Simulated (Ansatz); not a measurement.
# Supercells of the unslipped end of a generalised stacking fault on (111) (glide set) of a Ge-Si solid solution (72 atoms): plane waves and support functions

Aim: repeat one cell of the unslipped end of a generalised stacking fault on (111) (glide set) of a Ge-Si solid solution (72 atoms) to ever larger supercells at Γ and follow error, time and memory.

Program: Ansatz 0.2.0. Level of theory: Kohn-Sham DFT, RPBE, PAW (set soft_2), plane waves. Results are calculated unless marked as measured.

## (1) Starting point

The cell holds 72 atoms: 51 Ge and 21 Si. Cell: a = 6.849 Å, b = 11.862 Å, c = 19.571 Å, α = 90.0°, β = 90.0°, γ = 90.0°. It derives from Ge and Si. Diamond-structure Ge lattice (a = 5.5919 Å, the value set for the mixture), cell with z along [111], 1 x 3 x 2 periods; the third cell vector is tilted by 0.000 of 1/2[11-2] and lengthened by 0.2 Å, so the stacking has no slip (glide set); displaced by a Gaussian of 0.01 Å; 21 of 72 Ge sites given to Si at random (lattice constant by Vegard's rule between Ge and Si).

What the set-up can't give: The host structure and its lattice constant were typed by rule, without a check against the phase diagram.

## (2) Plane waves, typed cell on a dense mesh

The typed cell on a k-mesh is the yardstick: it samples like Γ on the cell repeated as often as the mesh has points along each axis. Its own convergence isn't tested.

Contents of input.yaml:

```yaml
crystal:
  lattice:
    - [6.84865, 0.0, 0.0]
    - [0.0, 11.86221, 0.0]
    - [0.0, 0.0, 19.57091]
  atoms:
    - { symbol: Ge, position: [0.49851, 0.16762, 0.0209] }
    - { symbol: Ge, position: [0.49827, 0.16677, 0.14499] }
    - { symbol: Ge, position: [0.8325, 0.16683, 0.18546] }
    - { symbol: Si, position: [0.83161, 0.16645, 0.30862] }
    - { symbol: Si, position: [0.00077, 0.00021, 0.02095] }
    - { symbol: Ge, position: [0.99982, 0.99899, 0.14373] }
    - { symbol: Si, position: [0.33101, 0.9999, 0.18511] }
    - { symbol: Ge, position: [0.33096, 0.00087, 0.31042] }
    - { symbol: Ge, position: [0.66644, 0.00085, 0.35052] }
    - { symbol: Si, position: [0.66581, 0.00022, 0.47445] }
    - { symbol: Si, position: [0.50027, 0.50021, 0.02067] }
    - { symbol: Si, position: [0.50271, 0.49971, 0.14401] }
    - { symbol: Ge, position: [0.83222, 0.50021, 0.18627] }
    - { symbol: Ge, position: [0.832, 0.49976, 0.30857] }
    - { symbol: Si, position: [0.00032, 0.3347, 0.02084] }
    - { symbol: Ge, position: [0.99921, 0.33449, 0.14516] }
    - { symbol: Ge, position: [0.33316, 0.33224, 0.186] }
    - { symbol: Si, position: [0.33238, 0.33256, 0.30957] }
    - { symbol: Ge, position: [0.66652, 0.33365, 0.35017] }
    - { symbol: Si, position: [0.66538, 0.33388, 0.47416] }
    - { symbol: Ge, position: [0.16441, 0.16623, 0.35066] }
    - { symbol: Ge, position: [0.16515, 0.16713, 0.47498] }
    - { symbol: Si, position: [0.49979, 0.1674, 0.51569] }
    - { symbol: Si, position: [0.5029, 0.16727, 0.63986] }
    - { symbol: Ge, position: [0.83306, 0.16585, 0.68014] }
    - { symbol: Si, position: [0.83346, 0.16518, 0.80394] }
    - { symbol: Ge, position: [0.99917, 0.00054, 0.51573] }
    - { symbol: Ge, position: [0.99719, 0.0006, 0.63968] }
    - { symbol: Si, position: [0.33152, 0.99973, 0.68087] }
    - { symbol: Ge, position: [0.3344, 0.99954, 0.80449] }
    - { symbol: Ge, position: [0.66631, 0.00194, 0.84568] }
    - { symbol: Si, position: [0.66702, 0.99883, 0.96892] }
    - { symbol: Ge, position: [0.49978, 0.83278, 0.0208] }
    - { symbol: Si, position: [0.50131, 0.83254, 0.14464] }
    - { symbol: Ge, position: [0.83281, 0.83283, 0.18601] }
    - { symbol: Ge, position: [0.8353, 0.83216, 0.30854] }
    - { symbol: Ge, position: [0.00344, 0.66635, 0.02112] }
    - { symbol: Ge, position: [0.00044, 0.66772, 0.14416] }
    - { symbol: Ge, position: [0.33251, 0.6677, 0.18586] }
    - { symbol: Ge, position: [0.33479, 0.66774, 0.30956] }
    - { symbol: Ge, position: [0.66653, 0.66586, 0.35072] }
    - { symbol: Ge, position: [0.66902, 0.66727, 0.47475] }
    - { symbol: Ge, position: [0.16387, 0.50185, 0.35025] }
    - { symbol: Ge, position: [0.16383, 0.49947, 0.47455] }
    - { symbol: Ge, position: [0.50213, 0.50011, 0.51615] }
    - { symbol: Ge, position: [0.49682, 0.50034, 0.63859] }
    - { symbol: Ge, position: [0.8339, 0.49929, 0.68116] }
    - { symbol: Ge, position: [0.83274, 0.50134, 0.80385] }
    - { symbol: Si, position: [0.00029, 0.33334, 0.51632] }
    - { symbol: Si, position: [0.00026, 0.33322, 0.63928] }
    - { symbol: Ge, position: [0.33319, 0.33457, 0.67984] }
    - { symbol: Ge, position: [0.33089, 0.33329, 0.80468] }
    - { symbol: Ge, position: [0.6674, 0.33334, 0.84557] }
    - { symbol: Ge, position: [0.66552, 0.3334, 0.96947] }
    - { symbol: Ge, position: [0.16645, 0.16743, 0.8461] }
    - { symbol: Ge, position: [0.16845, 0.16669, 0.96899] }
    - { symbol: Ge, position: [0.16531, 0.83276, 0.34939] }
    - { symbol: Ge, position: [0.16512, 0.83322, 0.47452] }
    - { symbol: Ge, position: [0.4981, 0.83287, 0.51494] }
    - { symbol: Ge, position: [0.498, 0.83405, 0.63959] }
    - { symbol: Ge, position: [0.83477, 0.83473, 0.68029] }
    - { symbol: Ge, position: [0.83388, 0.83299, 0.80497] }
    - { symbol: Ge, position: [0.99876, 0.66637, 0.51505] }
    - { symbol: Ge, position: [0.99982, 0.66774, 0.63969] }
    - { symbol: Ge, position: [0.33302, 0.66596, 0.68025] }
    - { symbol: Ge, position: [0.33404, 0.66689, 0.80435] }
    - { symbol: Ge, position: [0.66667, 0.66607, 0.84572] }
    - { symbol: Si, position: [0.66743, 0.66567, 0.96911] }
    - { symbol: Si, position: [0.16546, 0.4992, 0.8467] }
    - { symbol: Si, position: [0.16862, 0.50099, 0.96973] }
    - { symbol: Ge, position: [0.16741, 0.83368, 0.84522] }
    - { symbol: Si, position: [0.16589, 0.83374, 0.969] }
kpoints:
  mp_grid: { grid: [5, 3, 2] }
hamiltonian:
  xc: rpbe
scf:
  occupations: { method: fermi_dirac, width: 0.05 }
output:
  forces: true
  stress: true
  populations: true
  dos:
    method: { smearing: { sigma: 0.15 } }
    de: 0.1
    projected: { site_lists: { Ge: [Ge], Si: [Si] } }
  eigenvalues: true
```

Started as:

```console
ansatz run input.yaml --threads 8 --pin off --max-ram 15872MiB --backend cpu --events-out ev --progress --plain --runs-dir out
```

Numbers of over 12 decimals in the logs are rounded to 6 here.

The log of the run:

```text
Engine: ansatz 0.2.0, aarch64-unknown-linux-gnu
Pseudopotentials: kind: paw
Pseudopotential: Ge, paw, valence charge 14, recommended cutoff 420 eV (normal), Ge.paw.azcp
Pseudopotential: Si, paw, valence charge 4, recommended cutoff 420 eV (normal), Si.paw.azcp
[... 5 lines on functional and potentials left out ...]
Crystal: 72 atoms, lattice volume = 1589.943 Å³
Basis set: ecut = 420 eV, 31101 PW (Γ), exchange–correlation on 96×160×270 points (8 copies of the dense FFT grid, shifted against one another)
Bands: 479, of which v1, the nominal top of the filled ones, is band 399 counted from 1 (398 counted from 0)
Symmetry: 1 space group operations
Space group: P1 (ITA 1), of the structure as read, at distance tolerance 1.2e-4 Å
k-points: 16 of 30 (time reversal used)
[... 7 lines on functional and potentials left out ...]
Initial density: superposition of atomic densities (neutral atoms: chi_scale 0, normalization atom), corrected by the library's trained network
Initial wavefunctions: pseudopotential atomic-orbital guess
Functional: x = rpbe, c = pbe(β = 0.066725)
SCF iter   1: F=—  HF=-232749.186102 eV  |F-HF|=—  |Δ(HF+E_count)|=         —  Δρ=2.34e-3  dr2=2.55e-1  ethr=1.77e-3  ⟨swp⟩=5.4  Hψ=27390  notcnv=0  defer=387
preconditioner: auto → Resta (q_TF=auto, 2.432 Å⁻¹)  ε∞=2.7  [insulator: Δε(μ)=0.385 eV  Ē_g=20.465 eV  σ=0.050 eV  W_gap=0.96  n_scr=382 (ndim 8)  ℏωp=26.3 eV  f_vac=0.027  D(μ)=0.11/eV (n_scr^D=0)  ε∞_Penn≈2.7]
SCF iter   2: F=—  HF=-232749.137119 eV  |F-HF|=—  |Δ(HF+E_count)|=   4.90e-2  Δρ=1.17e-3  dr2=1.89e-1  ethr=3.20e-5  ⟨swp⟩=2.0  Hψ=15254  notcnv=0  defer=653
SCF iter   3: F=—  HF=-232749.117760 eV  |F-HF|=—  |Δ(HF+E_count)|=   1.94e-2  Δρ=6.45e-4  dr2=1.87e-2  ethr=2.37e-5  ⟨swp⟩=2.0  Hψ=8326  notcnv=0  defer=653
SCF iter   4: F=—  HF=-232749.116200 eV  |F-HF|=—  |Δ(HF+E_count)|=   1.56e-3  Δρ=3.32e-4  dr2=2.74e-3  ethr=2.35e-6  ⟨swp⟩=3.0  Hψ=13475  notcnv=0  defer=653
SCF iter   5: F=—  HF=-232749.115972 eV  |F-HF|=—  |Δ(HF+E_count)|=   2.28e-4  Δρ=1.08e-4  dr2=1.96e-4  ethr=3.44e-7  ⟨swp⟩=2.0  Hψ=9070  notcnv=0  defer=653
SCF iter   6: F=—  HF=-232749.116065 eV  |F-HF|=—  |Δ(HF+E_count)|=   9.36e-5  Δρ=3.77e-5  dr2=1.08e-4  ethr=2.46e-8  ⟨swp⟩=2.0  Hψ=13216  notcnv=0  defer=653
SCF iter   7: F=—  HF=-232749.116075 eV  |F-HF|=—  |Δ(HF+E_count)|=   9.99e-6  Δρ=2.02e-5  dr2=1.20e-5  ethr=1.36e-8  ⟨swp⟩=2.0  Hψ=8121  notcnv=0  defer=653
SCF iter   8: F=—  HF=-232749.117046 eV  |F-HF|=—  |Δ(HF+E_count)|=   9.71e-4  Δρ=1.02e-5  dr2=2.28e-5  ethr=1.51e-9  ⟨swp⟩=2.0  Hψ=14072  notcnv=0  defer=838
SCF iter   9: F=—  HF=-232749.117046 eV  |F-HF|=—  |Δ(HF+E_count)|=   4.23e-8  Δρ=4.72e-6  dr2=1.39e-6  ethr=1.51e-9  ⟨swp⟩=2.0  Hψ=8111  notcnv=0  defer=838
SCF iter  10: F=—  HF=-232749.117047 eV  |F-HF|=—  |Δ(HF+E_count)|=   3.68e-7  Δρ=2.10e-6  dr2=4.38e-7  ethr=1.74e-10  ⟨swp⟩=2.0  Hψ=13216  notcnv=0  defer=838
SCF iter  11: F=-232749.117047 eV  HF=-232749.117047 eV  |F-HF|=2.18e-8  |Δ(HF+E_count)|=   5.85e-8  Δρ=1.05e-6  dr2=4.40e-8  ethr=1.25e-11  ⟨swp⟩=9.4  Hψ=35934  notcnv=0
SCF 1 converged in 11 iterations: F = -232749.117047 eV  dr2 = 4.40e-8
  greatest PAW one-centre occupation: 0.998 electrons in one spin orbital (limit 2), on the Ge atom at site 61 (counted from 0), in its partial waves of l = 2
SCF converged after 11 iterations
Free energy (F): -232749.117047 eV
Harris-Foulkes:  -232749.117047 eV  (|F-HF|=2.18e-8)
Internal energy: -232749.114107 eV  (E = F + TS)
E sigma→0 (E₀):  -232749.115577 eV
Entropy (-TS):   -0.002940 eV (-0.041 meV/atom)
Fermi energy:    8.303254 eV
--- Per-component energies (eV) ---
  E_band       = -7742.215027
  E_kinetic    = 6518.279664
  E_local      = -145919.626272  (includes V_loc(G=0)·N_el)
  E_nonlocal   = 21863.310286
  E_hartree    = 65003.080192
  E_xc         = -5015.269479
  E_vxc        = -4262.770067  (∫ρ·V_xc dr)
  E_paw        = -114129.742561  (= ΣΔE_a)
  E_vpaw       = -15947.577206  (= ΣTr[D̂ρ^β])
  E_aug_tail   = 0.016214  (compensation charges beyond the density's cutoff)
  E_ewald      = -61059.381274
  E_core_change = -9.780877  (= ΣΔE_core)
  E_smearing   = -0.002940  (= −TS)
  E_closure    = -0.000000  (closes the sum)
  Σ components = -232749.117047   (vs F -232749.117047, Δ=0.00e0)
--- Forces (eV/Å), atoms counted from 1 ---
  atom   1  Ge     0.38254002    -0.52374303    -1.38131988
  atom   2  Ge    -0.16897751    -0.53359774    -0.07038719
  atom   3  Ge     0.06727228    -0.08228834     0.33891955
  atom   4  Si     0.05697942     0.06933911     0.10654561
  atom   5  Si    -0.23878347    -0.32805722    -1.86407754
  atom   6  Ge     0.32177156     0.10484650    -0.24426128
  atom   7  Si     0.38401426    -0.44080855     0.04616997
  atom   8  Ge     0.13995067    -0.14263444    -0.80684493
  atom   9  Ge     0.25644676     0.16601512     0.29121482
  atom  10  Si    -0.21729013     0.38467929     0.11823211
  atom  11  Si    -0.11198642     0.29927014    -1.20095575
  atom  12  Si    -0.32935615     0.05072443    -0.39661409
  atom  13  Ge    -0.30812650     0.16901403    -0.47629951
  atom  14  Ge    -0.02827408     0.04459564     0.20603045
[...]
atom  71  Ge    -0.01443685    -0.06667511     0.64688958
  atom  72  Si    -0.11349411     0.30831237     1.52422004
  max |Σ_I F_I| component: 2.61e-5 eV/Å
--- Stress (GPa, compression-positive) ---
        4.248631       0.003494       0.006982
        0.003494       4.259310      -0.009530
        0.006982      -0.009530       3.449731
  P = ⅓ Tr σ = 3.9859 GPa (39.859 kbar)
--- Band table (eV; the first three rows and the last of 16) ---
  k-point 0: bands = ["-16.8703", "-16.8683", "-16.8666", "-16.8626", [... 463 levels ...], "11.7066", "11.7271", "11.7386", "11.7522", "11.7667", "11.8058", "11.8580", "11.8790", "12.1779", "12.2310", "12.2697", "12.3107"]
[...]
--- Löwdin populations: 72 sites ---
  site symbol       q [e]
     0     Ge     13.9962
     1     Ge     13.9788
     2     Ge     13.9839
[...]
71     Si      3.9426
  spilling = 0.002277 (of n_electrons = 798.000000)
```

Elapsed: 15 min, on 8 threads of Arm Neoverse V1, shared host; peak memory 11 GiB.

The program notes that it cut back its work space to fit the memory limit.

The run gave:

- free energy: -232749.1170 eV
- free energy per atom: -3232.6266 eV/atom
- SCF cycles: 11
- pressure: 3.986 GPa
- r.m.s. force component: 0.4711 eV/Å
- longest force: 1.95 eV/Å
- Fermi energy: 8.303 eV
- spacing of highest filled and lowest empty level: 0.3283 eV
- levels partly filled by over 2 per cent: 3
- spilling of the projection: 0.002277

The r.m.s. force component of 0.47 eV/Å sets the scale for the differences below.

## (3) Plane waves, 72 atoms

The typed cell is solved at Γ alone, the coarsest sampling of the series.

input.yaml, the sections that differ from step 2:

```yaml
kpoints:
  mp_grid: { grid: [1, 1, 1] }
output:
  forces: true
# crystal, hamiltonian, scf: as in step 2
```

Run time: 12 s. Hardware: 8 threads; peak memory 2.3 GiB.

It converged in 9 SCF cycles; the log is left out.

The energy lies 96.4 meV/atom above the dense-mesh reference.

## (4) Support functions, 72 atoms

The typed cell is solved at Γ alone, now in support functions.

This step: Kohn-Sham DFT, RPBE, PAW (set soft_2), localised support functions (medium) (Ansatz 0.2.0).

Edit input.yaml of step 3 so:

```diff
@@ -13,2 +13,5 @@
   occupations: { method: fermi_dirac, width: 0.05 }
+  eigensolver: { kind: { support_functions: { accuracy: medium } } }
+  mixing: { beta: 0.4 }
+  max_iter: 150
 output:
```

Run time: 66 s. Hardware: 8 threads; peak memory 3.5 GiB; 8.3 min of CPU time.

The program notes that the band table was not solved further than the SCF left it and it switched symmetry off.

It converged in 13 SCF cycles; the log is left out.

The energy lies 95.4 meV/atom above the dense-mesh reference, and 1.0 meV/atom below plane waves of the same size, an offset between the two bases that leaves the sampling error alike.

## (5) Plane waves, 144 atoms

The cell is repeated and solved at Γ in plane waves, whose cost grows towards the cube of the size.

This step: Kohn-Sham DFT, RPBE, PAW (set soft_2), plane waves (Ansatz 0.2.0).

input.yaml, the sections that differ from step 4:

```yaml
crystal:
  lattice:
    - [6.84865, 0.0, 0.0]
    - [0.0, 11.86221, 0.0]
    - [0.0, 0.0, 19.57091]
  atoms:
    [... the 72 atom lines of step 2 ...]
  supercell: [2, 1, 1]
scf:
  occupations: { method: fermi_dirac, width: 0.05 }
# kpoints, hamiltonian, output: as in step 4
```

Elapsed: 61 s, on 8 threads; peak memory 6.2 GiB; 7.7 min of CPU time.

The program repeats the typed cell 2×1×1 times, 144 atoms in all; totals in the log are those of the whole repeated cell, and force differences are taken after averaging over the copies of each atom.

It converged in 8 SCF cycles; the log is left out.

The energy lies 66.2 meV/atom above the dense-mesh reference.

(Continued in part 2 of 2.)

[Logs are printed without paths, hosts, clocks, repeated set-up lines and the standing remarks that a program may print on its own settings, such as how far it seeks lower states.]

[Hosts, paths, dates, database ids (printed as entryN), source tags and the programs' standing remarks are cut or masked in the printed files.]
